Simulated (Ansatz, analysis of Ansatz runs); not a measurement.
**Reproducing a measured hyperfine coupling: NV- centre in 3C-SiC**

Subject: NV- centre in 3C-SiC. Wanted: its hyperfine coupling, in one set-up (PBE, 64-site cell, PBE lattice, 870 eV, k: the single point 1/4 1/4 1/4 then 2x2x2 shifted 0.5 0.5 0.5, harder PAW files at their own cutoff). The model is a cell of 64 host atoms with 1 site emptied and N put on another atom's site. The isotropic coupling follows from the spin density at the nucleus, the nuclear g-factor and the total spin. Other potentials or another program check that the number doesn't hang on one set of files.

**The experiment.** 14N, isotropic part (sign not measured) (size measured, sign taken from theory): -1.26 MHz, by EPR (quoted in “Characterization and formation of NV centers in 3C, 4H and 6H SiC: an ab initio study”, 2017, A. Csóré et al., quoting earlier work (2016)). The runs below try to reproduce this.

Calculated with Ansatz 0.2.0; plane-wave PAW DFT, PBE; relaxation of all atoms of a defect supercell.

**1. Set-up**

The cell holds 63 atoms: 31 Si, 31 C and 1 N. Cell: a = 8.759 Å, b = 8.759 Å, c = 8.759 Å, α = 90.0°, β = 90.0°, γ = 90.0°. It derives from SiC (space group F-43m). Nearest the centre at fractional (0.500, 0.500, 0.500): N16 at 1.90 Å, C23 at 1.90 Å, C60 at 1.90 Å, C38 at 1.90 Å, Si28 at 3.10 Å, Si27 at 3.10 Å, Si19 at 3.10 Å, Si12 at 3.10 Å. The cell carries charge −1.

The host's primitive cell comes from a first run (plane-wave PAW DFT, PBE; relaxation of the host's cell and atoms): vectors of 3.097, 3.097 and 3.097 Å. That is 10.50 Å³ an atom, 1.5 % over the diffraction cell's volume. The supercell is built on it.

**2. Relaxation, charge −1**

Every later number rests on the structure around the defect, so the atoms are relaxed at the host's lattice first.

relax/input.yaml reads:

```yaml
relax:
  f_tol: 0.02
  max_steps: 80
  random_displacement: { amplitude: 0.02, seed: 915 }
crystal:
  lattice:
    - [8.75896893, 0.0, 0.0]
    - [0.0, 0.0, -8.75896893]
    - [0.0, 8.75896893, 0.0]
  atoms:
    - { symbol: Si, position: [0.0, 0.0, 0.0] }
    - { symbol: Si, position: [0.0, 0.25, 0.25] }
    - { symbol: Si, position: [0.25, 0.0, 0.25] }
    - { symbol: Si, position: [0.25, 0.25, 0.0] }
    - { symbol: C, position: [0.125, 0.125, 0.125] }
    - { symbol: C, position: [0.125, 0.375, 0.375] }
    - { symbol: C, position: [0.375, 0.125, 0.375] }
    - { symbol: C, position: [0.375, 0.375, 0.125] }
    - { symbol: Si, position: [0.0, 0.0, 0.5] }
    - { symbol: Si, position: [0.0, 0.25, 0.75] }
    - { symbol: Si, position: [0.25, 0.0, 0.75] }
    - { symbol: Si, position: [0.25, 0.25, 0.5] }
    - { symbol: C, position: [0.125, 0.125, 0.625] }
    - { symbol: C, position: [0.125, 0.375, 0.875] }
    - { symbol: C, position: [0.375, 0.125, 0.875] }
    - { symbol: "N", position: [0.375, 0.375, 0.625] }
    - { symbol: Si, position: [0.0, 0.5, 0.0] }
    - { symbol: Si, position: [0.0, 0.75, 0.25] }
    - { symbol: Si, position: [0.25, 0.5, 0.25] }
    - { symbol: Si, position: [0.25, 0.75, 0.0] }
    - { symbol: C, position: [0.125, 0.625, 0.125] }
    - { symbol: C, position: [0.125, 0.875, 0.375] }
    - { symbol: C, position: [0.375, 0.625, 0.375] }
    - { symbol: C, position: [0.375, 0.875, 0.125] }
    - { symbol: Si, position: [0.0, 0.5, 0.5] }
    - { symbol: Si, position: [0.0, 0.75, 0.75] }
    - { symbol: Si, position: [0.25, 0.5, 0.75] }
    - { symbol: Si, position: [0.25, 0.75, 0.5] }
    - { symbol: C, position: [0.125, 0.625, 0.625] }
    - { symbol: C, position: [0.125, 0.875, 0.875] }
    - { symbol: C, position: [0.375, 0.625, 0.875] }
    - { symbol: C, position: [0.375, 0.875, 0.625] }
    - { symbol: Si, position: [0.5, 0.0, 0.0] }
    - { symbol: Si, position: [0.5, 0.25, 0.25] }
    - { symbol: Si, position: [0.75, 0.0, 0.25] }
    - { symbol: Si, position: [0.75, 0.25, 0.0] }
    - { symbol: C, position: [0.625, 0.125, 0.125] }
    - { symbol: C, position: [0.625, 0.375, 0.375] }
    - { symbol: C, position: [0.875, 0.125, 0.375] }
    - { symbol: C, position: [0.875, 0.375, 0.125] }
    - { symbol: Si, position: [0.5, 0.0, 0.5] }
    - { symbol: Si, position: [0.5, 0.25, 0.75] }
    - { symbol: Si, position: [0.75, 0.0, 0.75] }
    - { symbol: Si, position: [0.75, 0.25, 0.5] }
    - { symbol: C, position: [0.625, 0.125, 0.625] }
    - { symbol: C, position: [0.625, 0.375, 0.875] }
    - { symbol: C, position: [0.875, 0.125, 0.875] }
    - { symbol: C, position: [0.875, 0.375, 0.625] }
    - { symbol: Si, position: [0.5, 0.5, 0.0] }
    - { symbol: Si, position: [0.5, 0.75, 0.25] }
    - { symbol: Si, position: [0.75, 0.5, 0.25] }
    - { symbol: Si, position: [0.75, 0.75, 0.0] }
    - { symbol: C, position: [0.625, 0.625, 0.125] }
    - { symbol: C, position: [0.625, 0.875, 0.375] }
    - { symbol: C, position: [0.875, 0.625, 0.375] }
    - { symbol: C, position: [0.875, 0.875, 0.125] }
    - { symbol: Si, position: [0.5, 0.75, 0.75] }
    - { symbol: Si, position: [0.75, 0.5, 0.75] }
    - { symbol: Si, position: [0.75, 0.75, 0.5] }
    - { symbol: C, position: [0.625, 0.625, 0.625] }
    - { symbol: C, position: [0.625, 0.875, 0.875] }
    - { symbol: C, position: [0.875, 0.625, 0.875] }
    - { symbol: C, position: [0.875, 0.875, 0.625] }
total_charge: -1
basis:
  xc_grid: 2
hamiltonian:
  xc: pbe
  pseudopotentials: { kind: paw, source: ansatz }
kpoints:
  mp_grid: { grid: [1, 1, 1], shift: [0.25, 0.25, 0.25] }
magnetization:
  spin_polarized: true
  initial_magnetization: 2
  spin_locking: { lock_magnetization: hard }
scf:
  occupations: { method: fermi_dirac, width: 0.01 }
  max_iter: 120
output:
  forces: true
checkpoint:
  write: "../relax.run"
  compress: false
  write_wavefunctions: true
  write_every: 100000
```

Started as:

```bash
ansatz run input.yaml --threads 2 --pin off --max-ram 3768MiB --backend cpu --events-out ev --progress --plain --runs-dir out
```

Numbers of over 12 decimals in the logs are rounded to 6 here.

Output:

```text
[... repeated set-up lines and file paths are left out, and long positions are rounded to six places ...]
Engine: ansatz 0.2.0, x86_64-unknown-linux-gnu
Pseudopotentials: kind: paw
Pseudopotential: Si, paw, valence charge 4, recommended cutoff 460 eV (normal), Si.paw.azcp
Pseudopotential: C, paw, valence charge 4, recommended cutoff 820 eV (normal), C.paw.azcp
Pseudopotential: N, paw, valence charge 5, recommended cutoff 870 eV (normal), N.paw.azcp
Functional definition: PBE
  parameter kappa = 0.804
  parameter beta = 0.066725
  exchange = pbe_x(kappa = kappa, mu = beta*pi^2/3)
  correlation = pbe_c(beta = beta)
Crystal: 63 atoms, lattice volume = 671.984 Å³
Basis set: ecut = 870 eV, 39127 PW (Γ), exchange–correlation on 180×180×180 points (8 copies of the dense FFT grid, shifted against one another)
Bands: 191, of which v1, the nominal top of the filled ones, is band 127 counted from 1 (126 counted from 0)
Symmetry: 1 space group operations
k-points: 1
Non-local potential: Si, projectors of the file, l = 0: 2, l = 1: 3, l = 2: 1
Non-local potential: C, projectors of the file, l = 0: 2, l = 1: 2
Non-local potential: N, projectors of the file, l = 0: 2, l = 1: 2, l = 2: 1, l = 3: 1
PAW form: soft (Blöchl's): semilocal exchange-correlation on the pseudo side does not see the compensation charge
PAW one-centre angular grid: Si, 110 points (default); XC on 64 Gauss nodes
PAW one-centre angular grid: C, 110 points (default); XC on 64 Gauss nodes
PAW one-centre angular grid: N, 194 points (default); XC on 64 Gauss nodes
Initial density: superposition of atomic densities (chi_scale 0.1, normalization cell, long waves kept (reshape's long-wave potential 0.29 eV rms))
Starting moments: Σ|m| = 2 μB on 63 of 63 sites
Initial wavefunctions: pseudopotential atomic-orbital guess
Functional: x = pbe(κ = 0.804, μ = 0.219515), c = pbe(β = 0.066725)
SCF iter   1: F=—  HF=-27922.957255 eV  |F-HF|=—  |Δ(HF+E_count)|=         —  Δρ=7.49e-2 (↑7.33e-2 ↓7.49e-2)  dr2=1.88e2  dr2_m=6.68e-1  M=2.000 μB ∫|m|=2.023 μB  β_m=0.30  ethr=3.10e-3  ⟨swp⟩=8.0  Hψ=2168  notcnv=0  defer=37
preconditioner: auto → Resta (q_TF=auto, 2.320 Å⁻¹)  ε∞=4.3  [insulator: Δε(μ)=0.201 eV  Ē_g=12.552 eV  σ=0.010 eV  W_gap=1.00  n_scr=146 (ndim 8)  ℏωp=22.8 eV  f_vac=0.000  D(μ)=0.01/eV (n_scr^D=0)  ε∞_Penn≈4.3]
spin=Collinear: Resta preconditioning applied to the charge; magnetization (m = ρ↑ − ρ↓) channel mixes plain (no charge-response kernel on spin).
SCF iter   2: F=—  HF=-27882.573250 eV  |F-HF|=—  |Δ(HF+E_count)|=    4.04e1  Δρ=4.15e-2 (↑4.03e-2 ↓4.15e-2)  dr2=5.22e1  dr2_m=3.44e-1  M=2.000 μB ∫|m|=2.039 μB  β_m=0.45  ethr=3.10e-3  ⟨swp⟩=3.0  Hψ=714  notcnv=0  defer=117
SCF iter   3: F=—  HF=-27869.169886 eV  |F-HF|=—  |Δ(HF+E_count)|=    1.34e1  Δρ=2.08e-2 (↑1.55e-2 ↓2.08e-2)  dr2=1.02e1  dr2_m=1.77e-1  M=2.000 μB ∫|m|=2.104 μB  β_m=0.42  ethr=3.10e-3  ⟨swp⟩=4.5  Hψ=553  notcnv=0  defer=117
SCF iter   4: F=—  HF=-27868.056246 eV  |F-HF|=—  |Δ(HF+E_count)|=    1.11e0  Δρ=8.88e-3 (↑8.63e-3 ↓8.88e-3)  dr2=1.24e0  dr2_m=2.17e-2  M=2.000 μB ∫|m|=2.102 μB  β_m=0.63  ethr=3.10e-3  ⟨swp⟩=2.5  Hψ=519  notcnv=0  defer=117
SCF iter   5: F=—  HF=-27868.048278 eV  |F-HF|=—  |Δ(HF+E_count)|=   7.97e-3  Δρ=3.59e-3 (↑2.39e-3 ↓3.59e-3)  dr2=3.30e-1  dr2_m=5.02e-3  M=2.000 μB ∫|m|=2.149 μB  β_m=0.54  ethr=4.88e-4  ⟨swp⟩=2.5  Hψ=473  notcnv=0  defer=117
SCF iter   6: F=—  HF=-27868.013844 eV  |F-HF|=—  |Δ(HF+E_count)|=   3.44e-2  Δρ=1.33e-3 (↑7.25e-4 ↓1.33e-3)  dr2=2.86e-2  dr2_m=1.54e-3  M=2.000 μB ∫|m|=2.156 μB  β_m=0.66  ethr=1.30e-4  ⟨swp⟩=2.5  Hψ=525  notcnv=0  defer=117
SCF iter   7: F=—  HF=-27868.017969 eV  |F-HF|=—  |Δ(HF+E_count)|=   4.13e-3  Δρ=5.30e-4 (↑3.36e-4 ↓5.30e-4)  dr2=3.60e-3  dr2_m=4.26e-4  M=2.000 μB ∫|m|=2.160 μB  β_m=0.79  ethr=1.13e-5  ⟨swp⟩=3.0  Hψ=474  notcnv=0  defer=117
SCF iter   8: F=—  HF=-27868.019198 eV  |F-HF|=—  |Δ(HF+E_count)|=   1.23e-3  Δρ=1.83e-4 (↑1.21e-4 ↓1.83e-4)  dr2=6.88e-4  dr2_m=4.87e-5  M=2.000 μB ∫|m|=2.162 μB  β_m=0.78  ethr=1.42e-6  ⟨swp⟩=3.0  Hψ=563  notcnv=0  defer=117
SCF iter   9: F=—  HF=-27868.019219 eV  |F-HF|=—  |Δ(HF+E_count)|=   2.07e-5  Δρ=6.50e-5 (↑2.85e-5 ↓6.50e-5)  dr2=5.45e-5  dr2_m=8.17e-6  M=2.000 μB ∫|m|=2.163 μB  β_m=0.81  ethr=2.71e-7  ⟨swp⟩=2.5  Hψ=491  notcnv=0  defer=117
SCF iter  10: F=—  HF=-27868.019224 eV  |F-HF|=—  |Δ(HF+E_count)|=   5.16e-6  Δρ=2.99e-5 (↑1.47e-5 ↓2.99e-5)  dr2=1.54e-5  dr2_m=1.72e-6  M=2.000 μB ∫|m|=2.163 μB  β_m=0.73  ethr=3.94e-9  ⟨swp⟩=5.5  Hψ=1186  notcnv=0
SCF iter  11: F=—  HF=-27868.019223 eV  |F-HF|=—  |Δ(HF+E_count)|=   8.14e-7  Δρ=1.33e-5 (↑8.31e-6 ↓1.33e-5)  dr2=2.46e-6  dr2_m=4.44e-7  M=2.000 μB ∫|m|=2.163 μB  β_m=0.73  ethr=3.94e-9  ⟨swp⟩=4.5  Hψ=929  notcnv=0
SCF iter  12: F=-27868.019223 eV  HF=-27868.019223 eV  |F-HF|=3.81e-8  |Δ(HF+E_count)|=   1.65e-7  Δρ=3.96e-6 (↑2.51e-6 ↓3.96e-6)  dr2=2.23e-7  dr2_m=3.09e-8  M=2.000 μB ∫|m|=2.163 μB  ethr=9.69e-10  ⟨swp⟩=4.0  Hψ=900  notcnv=0
SCF 1 converged in 12 iterations: F = -27868.019223 eV  dr2 = 2.23e-7
  greatest PAW one-centre occupation: 0.488 electrons in one spin orbital (limit 2), on the Si atom at site 8 (counted from 0), in its partial waves of l = 0
relax step   1: F+E_penalty+E_count = -27868.01922335 eV  Δ(F+E_penalty+E_count) = +0.000e0 eV  max|allowed force component| = 1.751e0 eV/Å  Δτ_max = 0.0000 Å  (12 SCF iters, dr2 threshold 1.00e-5 eV, accepted)
[... the SCF cycles and remarks between the steps are left out from here to the last step ...]
relax step   2: F+E_penalty+E_count = -27868.96092976 eV  Δ(F+E_penalty+E_count) = -9.417e-1 eV  max|allowed force component| = 9.976e-1 eV/Å  Δτ_max = 0.1670 Å  (6 SCF iters, dr2 threshold 1.00e-4 eV, accepted)
relax step   3: F+E_penalty+E_count = -27869.25577827 eV  Δ(F+E_penalty+E_count) = -2.948e-1 eV  max|allowed force component| = 5.276e-1 eV/Å  Δτ_max = 0.0765 Å  (6 SCF iters, dr2 threshold 6.22e-5 eV, accepted)
relax step   4: F+E_penalty+E_count = -27869.28469985 eV  Δ(F+E_penalty+E_count) = -2.892e-2 eV  max|allowed force component| = 3.700e-2 eV/Å  Δτ_max = 0.0331 Å  (5 SCF iters, dr2 threshold 7.78e-5 eV, accepted)
relax step   5: F+E_penalty+E_count = -27869.28471032 eV  Δ(F+E_penalty+E_count) = -1.047e-5 eV  max|allowed force component| = 3.693e-2 eV/Å  Δτ_max = 0.0000 Å  (5 SCF iters, accepted)
SCF iter   1: F=—  HF=-27869.285514 eV  |F-HF|=—  |Δ(HF+E_count)|=         —  Δρ=1.24e-4 (↑1.06e-4 ↓1.24e-4)  dr2=3.86e-4  dr2_m=6.68e-6  M=2.000 μB ∫|m|=2.157 μB  β_m=0.30  ethr=1.17e-6  ⟨swp⟩=5.0  Hψ=889  notcnv=0  defer=117
SCF iter   2: F=—  HF=-27869.285454 eV  |F-HF|=—  |Δ(HF+E_count)|=   5.97e-5  Δρ=7.73e-5 (↑7.19e-5 ↓7.73e-5)  dr2=1.53e-4  dr2_m=2.30e-6  M=2.000 μB ∫|m|=2.157 μB  β_m=0.54  ethr=1.52e-7  ⟨swp⟩=1.5  Hψ=441  notcnv=0  defer=117
SCF iter   3: F=—  HF=-27869.285406 eV  |F-HF|=—  |Δ(HF+E_count)|=   4.87e-5  Δρ=3.14e-5 (↑1.75e-5 ↓3.14e-5)  dr2=1.97e-5  dr2_m=1.02e-6  M=2.000 μB ∫|m|=2.157 μB  β_m=0.53  ethr=6.04e-8  ⟨swp⟩=2.5  Hψ=453  notcnv=0  defer=117
SCF iter   4: F=—  HF=-27869.285220 eV  |F-HF|=—  |Δ(HF+E_count)|=   1.86e-4  Δρ=7.73e-6 (↑7.73e-6 ↓7.68e-6)  dr2=1.20e-6  dr2_m=8.42e-8  M=2.000 μB ∫|m|=2.157 μB  β_m=0.65  ethr=7.74e-9  ⟨swp⟩=2.0  Hψ=471  notcnv=0  defer=117
SCF iter   5: F=—  HF=-27869.285220 eV  |F-HF|=—  |Δ(HF+E_count)|=   1.45e-7  Δρ=4.41e-6 (↑2.55e-6 ↓4.41e-6)  dr2=3.68e-7  dr2_m=3.42e-8  M=2.000 μB ∫|m|=2.157 μB  β_m=0.74  ethr=4.74e-10  ⟨swp⟩=2.0  Hψ=481  notcnv=0  defer=117
iter 6 did not close the SCF: its close was put off for a magnetic moment that had not settled (scf_convergence_deferred on its scf_iter line)
SCF iter   6: F=-27869.285220 eV  HF=-27869.285220 eV  |F-HF|=5.53e-9  |Δ(HF+E_count)|=   2.61e-8  Δρ=1.02e-6 (↑7.29e-7 ↓1.02e-6)  dr2=2.03e-8  dr2_m=1.93e-9  M=2.000 μB ∫|m|=2.157 μB  β_m=0.84  ethr=3.94e-11  ⟨swp⟩=3.0  Hψ=1156  notcnv=0
SCF iter   7: F=-27869.285220 eV  HF=-27869.285220 eV  |F-HF|=4.64e-9  |Δ(HF+E_count)|=   4.56e-9  Δρ=5.47e-7 (↑4.08e-7 ↓5.47e-7)  dr2=7.20e-9  dr2_m=2.65e-10  M=2.000 μB ∫|m|=2.157 μB  ethr=7.99e-12  ⟨swp⟩=2.0  Hψ=912  notcnv=0
SCF 6 converged in 7 iterations: F = -27869.285220 eV  dr2 = 7.20e-9
relax step   6: F+E_penalty+E_count = -27869.28521979 eV  Δ(F+E_penalty+E_count) = -5.095e-4 eV  max|allowed force component| = 9.124e-3 eV/Å  Δτ_max = 0.0022 Å  (7 SCF iters, accepted)
NSCF: frozen V_eff on 1 k-points
the band table was solved once a step of the walk had ended and its energy, with any forces and stress, was formed, with the checks that follow a solve (2183 applications of the Hamiltonian). They found nothing against the state; [...]
SCF converged after 7 iterations
Stability checked in part: among states of this total moment the steps that led to this state did not find it unstable. No probe was made; neither looks for a lower state of another moment (fixed_total_moment; see scf.lower_state_search)
Magnetization: 2.0000 μB (128.0000 up, 126.0000 down)
Absolute magnetization: 2.1585 μB (∫|ρ↑−ρ↓|, with the PAW one-centre terms)
Spin contamination: 0.0122 ħ² per cell (⟨S²⟩ above its minimum at these occupations)
Per-site moments (μB) at R_I (Å): [(3.2022538207121746e-5, 0.780096), (-0.000328874, 0.781679), (-0.000328563, 0.781631), [... 60 left out ...]
Free energy (F): -27869.285220 eV
Harris-Foulkes:  -27869.285220 eV  (|F-HF|=4.64e-9)
Internal energy: -27869.285220 eV  (E = F + TS)
E sigma→0 (E₀):  -27869.285220 eV
Fermi energy:    9.836285 (↑ 10.428978, ↓ 9.793722) eV
--- Per-component energies (eV) ---
  E_band       = 795.539996
  E_kinetic    = 4794.529740
  E_local      = -3903.277427  (includes V_loc(G=0)·N_el)
  E_nonlocal   = 1385.067321
  E_hartree    = 1126.965316
  E_xc         = -3572.765645
  E_vxc        = -3489.043405  (∫ρ·V_xc dr)
  E_paw        = -18836.860796  (= ΣΔE_a)
  E_vpaw       = -245.666091  (= ΣTr[D̂ρ^β])
  E_aug_tail   = -0.000288  (compensation charges beyond the density's cutoff)
  E_ewald      = -8862.943440
  E_smearing   = -0.000000  (= −TS)
  E_closure    = 0.000000  (closes the sum)
  E_deformation_potential = -17.438601  (in the stress; not in F)
  Σ components = -27869.285220   (vs F -27869.285220, Δ=0.00e0)
--- Forces (eV/Å), atoms counted from 1 ---
  atom   1  Si     0.00142730     0.00136644    -0.00068250
  atom   2  Si     0.00120556     0.00394843     0.00693321
  [... 9 atoms left out ...]
  atom  12  Si     0.00628102    -0.00104890    -0.00727755
  [... 3 atoms left out ...]
  atom  16  N     -0.00104692     0.00555661     0.00880607
  [... 2 atoms left out ...]
  atom  19  Si     0.00231479    -0.00107820    -0.00485675
  [... 3 atoms left out ...]
  atom  23  C      0.00085131     0.00232793     0.00200171
  [... 3 atoms left out ...]
  atom  27  Si     0.00169839    -0.00289719    -0.00325324
  [... 1 atom left out ...]
  atom  29  C     -0.00008073     0.00019809     0.00032165
  [... 1 atom left out ...]
  atom  31  C      0.00108213    -0.00084869     0.00157836
  [... 6 atoms left out ...]
  atom  38  C     -0.00226344     0.00187576    -0.00094903
  [... 3 atoms left out ...]
  atom  42  Si    -0.00040970    -0.00636567    -0.00912444
  [... 17 atoms left out ...]
  atom  60  C      0.00056471     0.00134771    -0.00061427
  [... 3 atoms left out ...]
  max |Σ_I F_I| component: 3.83e-5 eV/Å
--- Band table (eV) ---
  k-point 0 ↑: bands = ["-6.7361", "-5.8536", "-5.2428", "-5.1504", [... 183 left out ...] "16.9895", "16.9896", "17.0105", "17.0314"]
  k-point 0 ↓: bands = ["-6.7261", "-5.8285", "-5.2150", "-5.1215", [... 183 left out ...] "17.0147", "17.0211", "17.0308", "17.0567"]
--- Relaxed structure (6 steps of the walk, 6 accepted, 0 SCFs on fresh bases) ---
  F+E_penalty+E_count = -27869.28521979 eV   max|allowed force component| = 9.124e-3 eV/Å
  atoms:
    - { symbol: Si, position: [-8.55226578855878e-5, -8.354501433406668e-5, 2.8147505870024747e-5] }
    - { symbol: Si, position: [0.000390, 0.250649, 0.251072] }
    [... 9 atoms left out ...]
    - { symbol: Si, position: [0.251195, 0.251193, 0.505202] }
    [... 3 atoms left out ...]
    - { symbol: N, position: [0.359018, 0.359035, 0.640307] }
    [... 2 atoms left out ...]
    - { symbol: Si, position: [0.252718, 0.501023, 0.251858] }
    [... 3 atoms left out ...]
    - { symbol: C, position: [0.367272, 0.636322, 0.365119] }
    [... 3 atoms left out ...]
    - { symbol: Si, position: [0.251760, 0.494644, 0.748277] }
    [... 1 atom left out ...]
    - { symbol: C, position: [0.127797, 0.622668, 0.625234] }
    [... 1 atom left out ...]
    - { symbol: C, position: [0.375403, 0.622637, 0.872648] }
    [... 6 atoms left out ...]
    - { symbol: C, position: [0.636318, 0.367267, 0.365119] }
    [... 3 atoms left out ...]
    - { symbol: Si, position: [0.494656, 0.251725, 0.748288] }
    [... 17 atoms left out ...]
    - { symbol: C, position: [0.635977, 0.635981, 0.632840] }
    [... 3 atoms left out ...]
```

Run time: 4.1 min. Hardware: 2 threads of Intel Xeon Platinum 8375C at 2.90GHz (Ice Lake), shared host; peak memory 2.7 GiB; 8.1 min of CPU time.

The steps of the relaxation:

| step | energy less that of the first step (eV) | largest force component (eV/Å) |
| --- | --- | --- |
| 1 | 0.0000 | 1.7510 |
| 2 | -0.9417 | 0.9976 |
| 3 | -1.2366 | 0.5276 |
| 4 | -1.2655 | 0.0370 |
| 5 | -1.2655 | 0.0369 |
| 6 | -1.2660 | 0.0091 |

The atoms that moved most (Å, from the sites as typed, ahead of the random displacement):

| atom | dx | dy | dz | length |
| --- | --- | --- | --- | --- |
| N16 | -0.141 | 0.133 | 0.141 | 0.240 |
| C60 | 0.095 | 0.068 | -0.095 | 0.151 |
| C23 | -0.069 | -0.087 | -0.098 | 0.148 |
| C38 | 0.098 | -0.087 | 0.069 | 0.148 |
| Si27 | 0.014 | -0.016 | 0.048 | 0.053 |
| Si42 | -0.048 | -0.016 | -0.014 | 0.052 |
| Si12 | 0.009 | 0.045 | -0.009 | 0.047 |
| C7 | 0.003 | 0.023 | -0.023 | 0.033 |

Neighbours of the ideal centre at the end:

| atom | distance (Å) |
| --- | --- |
| C38 | 2.043 |
| C23 | 2.043 |
| C60 | 2.047 |
| N16 | 2.135 |
| Si28 | 3.066 |
| Si44 | 3.066 |
| Si58 | 3.067 |
| Si57 | 3.067 |
| Si19 | 3.068 |
| Si34 | 3.068 |
| Si27 | 3.076 |
| Si42 | 3.076 |
| Si12 | 3.082 |
| Si59 | 3.084 |
| Si51 | 3.087 |
| Si50 | 3.087 |

Numbers from this step:

```yaml
free_energy: -27869.2852 eV
total_moment: 2 μB
integral_of_the_absolute_spin_density: 2.158 μB
spin_contamination: 0.01216
```

The relaxation ends 20 meV an atom lower than the displaced start, with a largest force component of 0.0091 eV/Å.

(Continued in part 2 of 2.)

[Logs are printed without paths, hosts, clocks, repeated set-up lines and the standing remarks that a program may print on its own settings, such as how far it seeks lower states.]

[Hosts, paths, dates, database ids (printed as entryN), source tags and the programs' standing remarks are cut or masked in the printed files.]

[For some hosts the program warned that the k-mesh of the response run may be too coarse for force constants and the static dielectric constant; such warnings are not shown here.]
